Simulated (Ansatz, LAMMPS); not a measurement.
# Gap against volume in amorphous Cd12Hg24S36 (72 atoms)

Density of this cell: 5.52 g/cm³. The cell holds 72 atoms: 12 Cd, 24 Hg and 36 S. Its edges and angles: a = 13.837 Å, b = 11.737 Å, c = 13.658 Å, α = 86.3°, β = 88.8°, γ = 95.7°. The starting structure: 72 atoms (12 Cd, 24 Hg, 36 S) placed at random at 6.45 g/cm³, melted at 2500 K for 10 ps at fixed volume with the Stillinger-Weber II-VI potential (Zhou et al., Phys. Rev. B 88, 085309 (2013)). Quenched from 2500 K to 100 K at 100 K/ps and fixed volume, held 5 ps, then minimised at fixed cell.

Calculated with Ansatz 0.2.0: Kohn-Sham DFT, PBE, PAW (set soft_1, large core), plane waves; PAW set soft_1; cutoff 420 eV, Γ point, gaussian smearing of 0.025 eV. The relaxed cell was scaled evenly and the atoms were relaxed at each volume. The gap is that between the highest filled and the lowest empty Kohn-Sham level on the run's k-points.

| volume (Å³/atom) | gap (eV) |
| --- | --- |
| 28.745 | 0.8908 |
| 29.663 | ? |
| 30.580 | 0.87 |
| 31.497 | 0.851 |
| 32.415 | 1.185 |

Task: Fit a straight line in ln V to the rows given and interpolate to the withheld row.

**Working.**

A volume deformation potential makes the spacing linear in u = ln(V/V0), with V0 = 30.580 Å³ the relaxed volume; v is the spacing.

```
u = ln(V/V0)  v (eV)
  -0.0618753  0.8908
           0    0.87
   0.0295589   0.851
   0.0582695   1.185
```

With n = 4: mean u = 0.00648830, mean v = 0.9492, Σ(u − ū)² = 0.0079292, Σ(u − ū)(v − v̄) = 0.014451. Slope b = 0.014451 / 0.0079292 = 1.8225; intercept a = v̄ − b ū = 0.93738.

At the withheld volume u = -0.03046, and v = a + b u.

Prediction at 29.663: 0.8819 eV. The run gave 0.8858 eV, so the fit is low by 0.0039 eV (0.44 % of the value).

The rows don't follow a line (correlation 0.61 in size over all rows), so the slope of +1.82 eV is no deformation potential. Among the rows given, the largest miss of the fit is at 32.415, by 0.14 eV (42 % of the range of the table).

Limits: The table spans 12 % in volume, wide for a linear law. Semilocal functionals tend to put gaps under measured ones. Only the Γ point is sampled. Atoms move by up to 1.5 Å in these relaxations, so the structure changes along the series. Defect or tail levels can set the spacing of a disordered cell. Spin–orbit coupling is left out, which matters for the levels of the heavy elements.

[Long decimals in the printed logs are rounded to 6 places.]

[Logs are printed without paths, hosts, clocks, repeated set-up lines and the standing remarks that a program may print on its own settings, such as how far it seeks lower states.]

[Hosts, paths, dates, database ids (printed as entryN), source tags and the programs' standing remarks are cut or masked in the printed files.]
